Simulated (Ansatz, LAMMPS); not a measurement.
# Convergence of a linear-scaling basis for glassy 46SiO2-16Al2O3-16BaO-16Li2O-5Sc2O3 (mol %) (121 atoms), part 3 of 3

Aim: test how closely localised support functions follow the reference on glassy 46SiO2-16Al2O3-16BaO-16Li2O-5Sc2O3 (mol %) (121 atoms), and at what cost. A setting counts as converged where the r.m.s. difference of forces stays under 1 % of the r.m.s. force.

Ansatz 0.2.0; Kohn-Sham DFT, PBE, PAW (set soft_2), plane waves.

The cell: 17 Si, 12 Al, 6 Ba, 12 Li, 4 Sc and 70 O. The quench rate of 1000 K/ps far exceeds what a furnace or splat quench reaches. The network of bonds at the start is that of the classical potential that made the cell. The Brillouin zone is sampled at Γ only, in a cell whose shortest periodic width is 12 Å. Spin–orbit coupling is left out.

So far. Step 10 (Support functions medium, spacing 0.165 Å): Forces differ from the reference by 0.87 meV/Å r.m.s., 0.11 % of their size, well within a tolerance of 1 %; the energy by -4.4 meV/atom. It took roughly 5.4 times the reference's time (one timing each, with unlike analyses asked), in 15 cycles against 10. Step 11 (A run with a doubtful setting): The fault in the input: a U on a shell that isn't there (hamiltonian.hubbard = {"sites": [{"species": "Si", "l": "f", "u_eff": 4.0}]}).

## 12. Other settings

Changed here: scf.convergence.dr2_threshold = 1e-06, scf.occupations.method = "cold" and scf.occupations.width = 0.15.

This step: Kohn-Sham DFT, PBE, PAW (set soft_2), plane waves (Ansatz 0.2.0).

File input.yaml:

```yaml
crystal:
  lattice:
    - [11.67601, 0.0, 0.0]
    - [0.0, 11.67601, 0.0]
    - [0.0, 0.0, 11.67601]
  atoms:
    [... the 121 atom lines of step 3 ...]
kpoints:
  mp_grid: { grid: [1, 1, 1] }
hamiltonian:
  xc: pbe
scf:
  occupations: { method: cold, width: 0.15 }
  convergence: { dr2_threshold: 1.0e-06 }
output:
  forces: true
  stress: true
  populations: true
  dos:
    method: { smearing: { sigma: 0.08 } }
    de: 0.1
    projected: { site_lists: { Al: [Al], Ba: [Ba], Li: [Li], O: [O], Sc: [Sc] } }
  eigenvalues: true
```

Started as:

```sh
$ ansatz run input.yaml --threads 8 --pin off --max-ram 15872MiB --backend cpu --events-out ev --progress --plain --runs-dir out
```

What it wrote:

```text
Warning: scf.convergence.dr2_threshold = 1e-6 eV is looser than this run's default, which is 1e-7 eV or tighter. The error in the forces grows as the threshold's square root, so leave the key out unless less accurate forces are enough
Warning: output.stress: scf.convergence.dr2_threshold = 1e-6 eV is looser than the 1.08e-8 eV advised for a printed stress (1e-10 eV for each atom of the cell: 121, of which 108 are counted). What an SCF threshold leaves in a stress goes as its square root, and in the free energy as the threshold itself, and one threshold admits the most on a small cell: [...]
[...]
Crystal: 121 atoms, lattice volume = 1591.781 Å³
Basis set: ecut = 420 eV, 31103 PW (Γ), exchange–correlation on 160×160×160 points (8 copies of the dense FFT grid, shifted against one another)
Bands: 453, of which v1, the nominal top of the filled ones, is band 332 counted from 1 (331 counted from 0)
Symmetry: 1 space group operations
[...]
k-points: 1
[...]
SCF iter   1: F=—  HF=-103828.781566 eV  |F-HF|=—  |Δ(HF+E_count)|=         —  Δρ=2.55e-3  dr2=1.40e-1  ethr=1.77e-3  ⟨swp⟩=9.0  Hψ=2312  notcnv=0  defer=27
[...]
SCF iter   8: F=—  HF=-103828.788516 eV  |F-HF|=—  |Δ(HF+E_count)|=   1.12e-6  S|Δr|=    0.00e0  Δρ=1.22e-5  dr2=2.62e-6  ethr=2.98e-9  ⟨swp⟩=2.0  Hψ=593  notcnv=0  defer=27
SCF iter   9: F=-103828.788517 eV  HF=-103828.788517 eV  |F-HF|=2.06e-7  |Δ(HF+E_count)|=   1.16e-6  S|Δr|=    0.00e0  Δρ=4.86e-6  dr2=4.21e-7  ethr=1.51e-10  ⟨swp⟩=19.0  Hψ=2914  notcnv=0
SCF 1 converged in 9 iterations: F = -103828.788517 eV  dr2 = 4.21e-7
[...]
SCF converged after 9 iterations
[...]
Free energy (F): -103828.788517 eV
[...]
Internal energy: -103828.788517 eV  (E = F + TS)
E sigma→0 (E₀):  -103828.788517 eV
Fermi energy:    6.840302 eV
Step filling:    the computed levels leave a gap of 3.2157 eV = 21.4 smearing widths at the electron count; against every level under it full and every level over it empty, smearing changes F+E_penalty+E_count by +1.60e-52 meV and its σ→0 estimate by -7.15e-49 meV
[...]
Σ components = -103828.788517   (vs F -103828.788517, Δ=0.00e0)
--- Forces (eV/Å), atoms counted from 1 ---
  atom   1  Si     0.80467891    -0.64497842     0.78683624
  atom   2  Si     0.34189535    -1.15802598     1.27964429
  atom   3  Si     0.96302328     0.17660161    -0.77722592
  atom   4  Si     0.88723315    -0.68448472    -1.12141041
[...]
atom 121  O      2.10538124     0.83796344    -1.13371201
  max |Σ_I F_I| component: 4.56e-4 eV/Å
--- Stress (GPa, compression-positive) ---
        3.929761       1.170546       0.476782
        1.170546       5.982018       0.229750
        0.476783       0.229751       5.491943
  P = ⅓ Tr σ = 5.1346 GPa (51.346 kbar)
--- Band table (eV) ---
[...]
--- Löwdin populations: 121 sites ---
  site symbol       q [e]
     0     Si      2.2410
     1     Si      2.2379
     2     Si      2.2743
[...]
120      O      7.0002
  spilling = 0.011305 (of n_electrons = 664.000000)
```

The job ended after 31 s (8 threads of Arm Neoverse N1, shared host; peak memory 2.4 GiB).

The program notes that the SCF threshold is loose for forces and the SCF threshold is loose for the stress.

Forces differ from the reference by 0.037 meV/Å r.m.s., 0.0045 % of their size, well within a tolerance of 1 %.

## 13. Cost against change

Differences are against the plane-wave reference (Kohn-Sham DFT, PBE, PAW (set soft_2), plane waves), whose r.m.s. force component is 0.830 eV/Å. Energies are set beside the reference only for runs with its functional, potentials and electron count. Times are for 8 threads of Arm Neoverse N1, shared host. The reference's time includes the DOS, the stress and grids, which some other runs skip.

```tsv
run	Δ force, r.m.s. (meV/Å)	share of r.m.s. force (%)	Δ energy (meV/atom)	Δ pressure (GPa)	Δ gap (eV)	cycles	time	host memory (GiB)
reference	-	-	-	-	-	10	33 s	2.4
support functions low	1.26	0.151	-4.39	-	-0.0016	13	2.7 min	5.5
support functions medium	0.872	0.105	-4.39	-	-0.0015	15	3 min	5.5
support functions medium, spacing 0.33 Å	58.9	7.10	49.6	-	-0.041	15	80 s	2.8
support functions medium, spacing 0.275 Å	5.80	0.699	-8.46	-	-0.0021	15	99 s	3.4
support functions medium, spacing 0.238 Å	1.21	0.145	-5.76	-	-8.0e-4	16	2.1 min	3.8
support functions medium, spacing 0.211 Å	1.25	0.150	-4.45	-	-0.0019	15	2.1 min	4.2
support functions medium, spacing 0.165 Å	0.872	0.105	-4.39	-	-0.0015	15	3 min	5.5
scf.convergence.dr2_threshold = 1e-06, scf.occupations.method = "cold" and scf.occupations.width = 0.15	0.037	0.0045	0	1.0e-4	0	9	31 s	2.4
```

## 14. The reference in detail

The comparisons rest on this run, so its electronic structure is set out here.

Neighbours are counted within 2.08 Å (O-Si), 2.19 Å (O-Al), 2.38 Å (O-Li), 3.58 Å (O-Ba), 2.76 Å (O-Sc).

Length of the force by element and coordination:

```tsv
element	coordination	atoms	mean length of the force (eV/Å)	spread	least	most
Al	all	12	0.775	0.195	0.438	1.05
Al	4	11	0.760	0.197	0.438	1.05
Al	5	1	0.942	0	0.942	0.942
Ba	all	6	0.694	0.117	0.574	0.905
Ba	7	2	0.623	0.0077	0.616	0.631
Ba	8	1	0.905	0	0.905	0.905
Ba	9	2	0.608	0.0342	0.574	0.642
Ba	10	1	0.794	0	0.794	0.794
Li	all	12	0.416	0.143	0.186	0.691
Li	2	1	0.348	0	0.348	0.348
Li	3	6	0.431	0.148	0.186	0.669
Li	4	4	0.410	0.164	0.276	0.691
Li	5	1	0.412	0	0.412	0.412
O	all	70	1.54	0.677	0.241	3.30
O	2	13	1.30	0.702	0.241	3.11
O	3	30	1.44	0.624	0.473	2.81
O	4	22	1.78	0.656	0.871	3.30
O	5	5	1.71	0.633	0.685	2.55
Sc	all	4	1.22	0.369	0.821	1.73
Sc	5	3	1.35	0.336	0.915	1.73
Sc	6	1	0.821	0	0.821	0.821
Si	all	17	1.31	0.425	0.594	2.12
```

Intrinsic-atomic-orbital charges by element and coordination:

```tsv
element	coordination	atoms	mean charge (e)	spread	least	most
Al	all	12	1.23	0.0762	1.06	1.32
Al	4	11	1.23	0.0777	1.06	1.32
Al	5	1	1.17	0	1.17	1.17
Ba	all	6	1.89	0.015	1.86	1.90
Ba	7	2	1.87	0.0022	1.86	1.87
Ba	8	1	1.90	0	1.90	1.90
Ba	9	2	1.90	0.0025	1.89	1.90
Ba	10	1	1.90	0	1.90	1.90
Li	all	12	0.784	0.0307	0.747	0.855
Li	2	1	0.774	0	0.774	0.774
Li	3	6	0.782	0.0243	0.747	0.816
Li	4	4	0.792	0.0426	0.752	0.855
Li	5	1	0.773	0	0.773	0.773
O	all	70	-0.987	0.0979	-1.28	-0.867
O	2	13	-0.924	0.0548	-1.09	-0.874
O	3	30	-0.953	0.0581	-1.15	-0.867
O	4	22	-1.02	0.0813	-1.16	-0.876
O	5	5	-1.21	0.0771	-1.28	-1.07
Sc	all	4	1.28	0.0635	1.20	1.37
Sc	5	3	1.26	0.0489	1.20	1.32
Sc	6	1	1.37	0	1.37	1.37
Si	all	17	1.68	0.0415	1.62	1.75
```

Density of states as counts of states in windows of 1 eV (from the Fermi level), total and the larger projections:

```tsv
from (eV)	to (eV)	total	O p	Sc d	Ba p
-14	-13	29.5	0.6	0.0	28.3
-13	-12	6.6	0.3	0.0	6.1
-12	-11	6.8	4.6	0.0	0.0
-11	-10	7.1	4.9	0.0	0.0
-10	-9	16.1	11.6	0.0	0.0
-9	-8	19.0	14.4	0.1	0.0
-8	-7	29.5	22.8	0.3	0.0
-7	-6	52.6	42.4	0.6	0.1
-6	-5	66.6	57.2	0.9	0.2
-5	-4	86.1	77.7	1.4	0.2
-4	-3	82.1	76.5	1.1	0.2
-3	-2	46.6	44.2	0.4	0.1
-2	-1	7.4	6.9	0.2	0.0
-1	1	0.0	0.0	0.0	0.0
1	2	7.7	0.5	5.1	0.0
2	3	24.0	1.8	10.6	0.0
3	4	45.5	3.3	11.0	0.1
4	5	37.3	2.7	3.3	0.0
```

Between -26 and -14 eV lie 140 more states.

Not all projections were asked for or kept, so they needn't add up to the total.

The levels nearest the highest filled one (over half full), pooled over k-points and spins:

```tsv
level less the highest filled one (eV)	occupation
-0.529	2
-0.500	2
-0.458	2
-0.266	2
-0.217	2
0	2
3.22	0
3.35	0
3.49	0
3.56	0
3.61	0
3.73	0
```

Electrostatic potential energy in the bc plane at fractional x = 0.232, with atoms of Si and Al and Li and Sc and O within 0.2 Å of it. With pseudopotentials it is smooth inside the atoms' cores, unlike the true potential.

Ten even steps from '0' (-34 eV) to '9' (11 eV), each cell a mean:
```
998741147885367656788889999999999
999864468997565565573127889999999
996458889999975676562017887547999
971017999999986555687678775003899
984248999999997557899998887426899
999999988889993004999999998877788
999998877889995115899999998643357
899998877789999878889999987400026
899988888899999988888899987400026
999988889999999998888888898753468
999988999999999998788878884368889
999998999888999998788888840028999
999987898535899998888999861149999
999998897313789887788988742368999
999999998657874357788656400027899
887788999889840027888436400037899
865567899999972148999888754578998
764457899999998888999999988899998
875567899999999889999999999999998
888888999999999999899999999999999
999999999999999999889999999999999
999998899999999999999999999999999
999987788999999999999999999999999
999753357999899988999999999999999
```
Columns run along b (11.7 Å; values clipped at the 3rd and 97th percentile), rows up along c (11.7 Å). Atoms in or near the plane, at fractional coordinates: Si at (0.80, 0.37), Al at (0.49, 0.90), Li at (0.31, 0.44), Sc at (0.89, 0.66), O at (0.47, 0.75), O at (0.82, 0.51), O at (0.10, 0.84), O at (0.45, 0.34).

Valence density in the bc plane at fractional x = 0.232, with atoms of Si and Al and Li and Sc and O within 0.2 Å of it. It is the smooth field of the valence electrons, not physical close to the nuclei.

Ten steps, logarithmic in the rise over the least value, from '0' (0.0 e/Å³) to '9' (6.3 e/Å³), each cell a mean:
```
111368863357764321234553110000001
123456642246764211357885322332111
246775311123433111368986335676321
368986310011123333345654346897522
357875210000135775322222235786422
134443222111247997421111123444321
111111233211247987421111112367642
110001233321124554311111112589973
110001222221111222221100112589973
110001112221111134432111123466642
000122211221101245653211357764210
001234432121101235543112479985210
001356543575111123332112468874200
001345533797323433223343345543100
001233321353357764335676432332100
122322110002479985335776533343210
234543100001368874223554333432111
245553200000134543212222112221101
234443100000012223332110000100000
112332210000001234553210000000000
011234321000000134553210000000000
111345431000000123332100000000000
111245431112221111111000000000011
211257652235543211111111000000011
```
Columns run along b (11.7 Å), rows up along c (11.7 Å). Atoms in or near the plane, at fractional coordinates: Si at (0.80, 0.37), Al at (0.49, 0.90), Li at (0.31, 0.44), Sc at (0.89, 0.66), O at (0.47, 0.75), O at (0.82, 0.51), O at (0.10, 0.84), O at (0.45, 0.34).

Mean intrinsic-atomic-orbital charges: Al +1.23, Ba +1.89, Li +0.78, O -0.99, Sc +1.28, Si +1.68 e.

## 15. Local order

These statistics describe the geometry on which the runs were made.

Density 3.14 g/cm³, 13.16 Å³ an atom.

g(r), total and by pair (bins of 0.2 Å):

```tsv
r (Å)	total	O-O	O-Si	O-Al	O-Li	O-Ba	O-Sc
1.50	0.95	0.00	5.85	0.00	0.00	0.00	0.00
1.70	2.34	0.00	8.20	8.79	0.00	0.00	0.00
1.90	0.82	0.00	0.00	2.83	4.13	0.00	0.58
2.10	0.70	0.00	0.00	0.16	3.19	0.00	8.34
2.30	0.09	0.00	0.00	0.15	0.29	0.00	0.92
2.50	0.76	1.67	0.00	0.00	0.35	0.00	0.74
2.70	1.52	3.58	0.00	0.10	0.71	2.02	0.00
2.90	1.11	1.42	0.18	0.35	0.90	3.04	0.00
3.10	0.90	0.92	0.17	0.55	0.45	1.59	0.47
3.30	1.15	1.10	0.73	1.04	0.82	1.11	0.81
3.50	0.84	0.80	0.99	0.61	0.86	0.74	1.07
3.70	0.85	0.66	1.13	0.99	0.71	0.87	0.33
3.90	1.03	0.56	1.79	1.00	1.59	0.69	0.88
4.10	1.27	0.72	2.38	1.98	1.21	0.82	1.09
4.30	1.12	0.71	1.45	1.92	1.38	0.96	2.09
4.50	0.93	0.80	0.79	1.42	0.90	1.04	1.68
4.70	1.01	1.34	0.75	0.68	1.12	0.69	1.02
4.90	0.94	1.18	0.51	0.76	0.75	1.56	1.03
5.10	0.93	1.25	0.80	0.53	0.73	1.45	0.60
5.30	1.01	1.30	0.60	0.79	0.78	1.49	0.73
5.50	1.07	1.04	0.98	0.87	1.03	0.79	1.12
5.70	1.01	1.04	1.06	0.93	1.07	0.93	0.41
```

Bonds by pair of elements; cutoffs follow the first minimum of g(r), held within bounds set by covalent radii, and pairs that aren't listed don't count as bonded:

```tsv
pair A-B	cutoff (Å)	bonds	mean length (Å)	spread (Å)	shortest (Å)	B about A	A about B
O-Si	2.08	68	1.61	0.031	1.53	0.971	4
O-Al	2.19	49	1.78	0.087	1.68	0.7	4.08
O-Li	2.38	41	2.02	0.09	1.91	0.586	3.42
O-Ba	3.58	50	3.03	0.247	2.63	0.714	8.33
O-Sc	2.76	21	2.14	0.135	1.99	0.3	5.25
```

How many atoms have how many bonded neighbours:

```tsv
element	mean	2	3	4	5	6	7	8	9	10
Al	4.08	0	0	11	1	0	0	0	0	0
Ba	8.33	0	0	0	0	0	2	1	2	1
Li	3.42	1	6	4	1	0	0	0	0	0
O	3.27	13	30	22	5	0	0	0	0	0
Sc	5.25	0	0	0	3	1	0	0	0	0
Si	4	0	0	17	0	0	0	0	0	0
```

Oxygen atoms by the number of network formers (Si, P, Ge, B, Al, As, Ga) bound to them:

```tsv
network formers bound to O	O atoms	per cent
0	1	1.4
1	23	32.9
2	44	62.9
3	2	2.9
```

Network units: each former by its oxygen neighbours and how many of them bridge to another former:

```tsv
former	O neighbours	bridging O	atoms
Si	4	2	4
Si	4	3	8
Si	4	4	5
Al	4	2	2
Al	4	3	3
Al	4	4	6
Al	5	5	1
```

Rings of the network by King's shortest-path rule, up to 12 atoms, one path for each pair of neighbours; H, halogens, alkali and alkaline-earth atoms are left out:

```tsv
ring size (atoms)	rings	per network atom
4	6	0.058
6	9	0.087
8	12	0.117
10	25	0.243
12	22	0.214
```

First main peaks of g(r), for some of the pairs, lie near 2.6 Å (O-O), 1.6 Å (O-Si), 1.8 Å (O-Al), 2.0 Å (O-Li), 2.9 Å (O-Ba) and 2.1 Å (O-Sc). By these cutoffs 92 % of Al atoms have 4, 33 % of Ba atoms have 7 and as many 9, 50 % of Li atoms have 3 and 43 % of O atoms have 3 bonded neighbours. 63 % of the oxygens bridge two formers and 33 % are non-bridging; 3 % join three; 1 % join none. The commonest Si unit has 4 oxygens, 3 of them shared with other formers (8 of 17 atoms). Rings of 10 atoms are the most common (34 % of those counted); sizes run from 4 to 12, where the search stops.

Local excerpt of 13 atoms (numbers count through the whole input) about Li38, which has 5 bonded neighbours where the commonest count for Li is 3; x, y, z are measured from there.

```tsv
atom	x	y	z	distance (Å)	bonds	intrinsic-atomic-orbital charge (e)	Fx	Fy	Fz (eV/Å)
Li38	0.00	0.00	0.00	0.00	5	0.77	-0.33	0.07	0.23
O101	0.79	-0.84	-1.56	1.94	5	-1.28	0.54	-2.15	1.25
O87	-0.51	-1.51	1.14	1.96	5	-1.17	1.71	-0.98	-0.68
O102	1.04	1.58	0.52	1.96	4	-0.98	-0.60	-0.95	-0.39
O60	-1.53	0.84	1.23	2.13	3	-0.96	0.24	1.30	0.06
O103	-1.21	1.16	-1.39	2.18	5	-1.07	-0.44	-0.32	-0.42
Al26	0.06	0.44	-2.38	2.42	4	1.06	0.28	0.63	0.49
Si11	-1.81	-0.69	1.58	2.50	4	1.63	0.59	-0.01	0.05
Al21	-1.54	2.20	0.02	2.68	4	1.13	0.14	0.19	-0.37
Ba32	2.62	-0.96	1.19	3.04	9	1.90	0.44	0.19	0.32
Al25	2.14	2.06	-0.83	3.08	4	1.28	-0.02	0.14	0.47
O100	1.35	1.65	-2.30	3.14	4	-1.04	-0.06	0.35	-0.90
Si17	1.00	2.18	2.05	3.15	4	1.68	0.53	1.49	-0.90
```

## 16. Results

```json
{
 "free energy per atom": "-858.0892 eV/atom",
 "pressure": "5.135 GPa",
 "r.m.s. force component": "0.8297 eV/Å",
 "gap (highest filled to lowest empty level)": "3.216 eV",
 "wall time of the 9 DFT runs": "17 min"
}
```

Against plane waves at 420 eV, the forces differ by 0.87 meV/Å (0.11 %) with support functions medium. At 121 atoms the fastest of the runs at a preset level, support functions low, takes roughly 5.0 times the time of plane waves (whose run also made extra analyses), in 13 SCF cycles against 10. Differences between support functions and plane waves include what basis error the plane-wave run still has. As the typed spacing goes from 0.165 to 0.33 Å, the force difference goes from 0.87 to 59 meV/Å (not steadily; the least is 0.87 at 0.165 Å), and the time from 3 min to 80 s.

The highest filled and lowest empty levels differ by 3.22 eV (at Γ alone); a semilocal functional tends to put such gaps too low. In a disordered cell it changes from sample to sample, and tail or defect levels can set it. With the cutoffs above, 92 % of Al atoms have 4, 33 % of Ba atoms have 7 and as many 9, 50 % of Li atoms have 3 and 43 % of O atoms have 3 bonded neighbours. 63 % of the oxygens bridge two formers and 33 % are non-bridging; 3 % join three; 1 % join none.

Caveats: The geometry was minimised with a classical potential and isn't relaxed at this level: its force components are 0.83 eV/Å r.m.s. The pressure of 5.1 GPa belongs to unrelaxed atoms and would change as they relax.

[Long decimals in the printed logs are rounded to 6 places.]

[Logs are printed without paths, hosts, clocks, repeated set-up lines and the standing remarks that a program may print on its own settings, such as how far it seeks lower states.]

[Hosts, paths, dates, database ids (printed as entryN), source tags and the programs' standing remarks are cut or masked in the printed files.]
